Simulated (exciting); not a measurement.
The O K edge of atom 3 in PbO (Litharge), space group P4/nmm, with 4 Pb at 2.33 Å (tetrahedral, site symmetry -4m2), was computed at 2 levels: exchange and screened direct term (singlet BSE) and independent particles. Common settings: exciting, all-electron LAPW+lo, PBE, 4×4×3 shifted k points, 28 conduction bands, |G+q| up to 3 bohr⁻¹, full RPA screening with nempty = 55, Lorentzian half width 0.45 eV.

Energy from the Kohn–Sham onset, core level to the lowest empty state found on the meshes used; all runs on one relative scale:

| E (eV) | run 1 | run 2 |
| --- | --- | --- |
| -3.0 | 0.02 | 0.01 |
| -2.5 | 0.02 | 0.01 |
| -2.0 | 0.03 | 0.01 |
| -1.5 | 0.04 | 0.01 |
| -1.0 | 0.05 | 0.02 |
| -0.5 | 0.09 | 0.02 |
| 0.0 | 0.20 | 0.04 |
| 0.5 | 0.45 | 0.06 |
| 1.0 | 0.65 | 0.12 |
| 1.5 | 0.50 | 0.22 |
| 2.0 | 0.31 | 0.35 |
| 2.5 | 0.23 | 0.33 |
| 3.0 | 0.22 | 0.23 |
| 3.5 | 0.25 | 0.20 |
| 4.0 | 0.25 | 0.22 |
| 4.5 | 0.26 | 0.23 |
| 5.0 | 0.30 | 0.24 |
| 5.5 | 0.28 | 0.29 |
| 6.0 | 0.17 | 0.41 |
| 6.5 | 0.11 | 0.35 |
| 7.0 | 0.10 | 0.21 |
| 7.5 | 0.09 | 0.16 |
| 8.0 | 0.07 | 0.14 |
| 8.5 | 0.06 | 0.09 |
| 9.0 | 0.07 | 0.07 |
| 9.5 | 0.07 | 0.08 |
| 10.0 | 0.08 | 0.08 |
| 10.5 | 0.11 | 0.08 |
| 11.0 | 0.14 | 0.11 |
| 11.5 | 0.14 | 0.13 |
| 12.0 | 0.13 | 0.14 |
| 12.5 | 0.10 | 0.15 |
| 13.0 | 0.11 | 0.11 |
| 13.5 | 0.14 | 0.11 |
| 14.0 | 0.17 | 0.14 |
| 14.5 | 0.17 | 0.17 |
| 15.0 | 0.18 | 0.19 |
| 15.5 | 0.15 | 0.23 |
| 16.0 | 0.13 | 0.21 |
| 16.5 | 0.11 | 0.20 |
| 17.0 | 0.08 | 0.18 |
| 17.5 | 0.06 | 0.14 |
| 18.0 | 0.05 | 0.10 |
| 18.5 | 0.05 | 0.07 |
| 19.0 | 0.06 | 0.07 |

The database entry behind the starting cell differs from later determinations by our own check (an axis about 0.4 % long against later determinations), so it need not match the best structure at ambient conditions.

Q: Which run is which, and why?

Run 1: exchange and screened direct term (singlet BSE); highest local maximum in the window at 1.0 eV. Run 2: independent particles; highest local maximum in the window at 6.1 eV. The attractive direct term pulls weight down: the curves pass 0.10 at -0.4 and 0.8 eV in the order of the runs. Fine structure above the first lines is partly noise of the 48-point mesh.

[Hosts, paths, dates, database ids (printed as entryN), source tags and the programs' standing remarks are cut or masked in the printed files.]
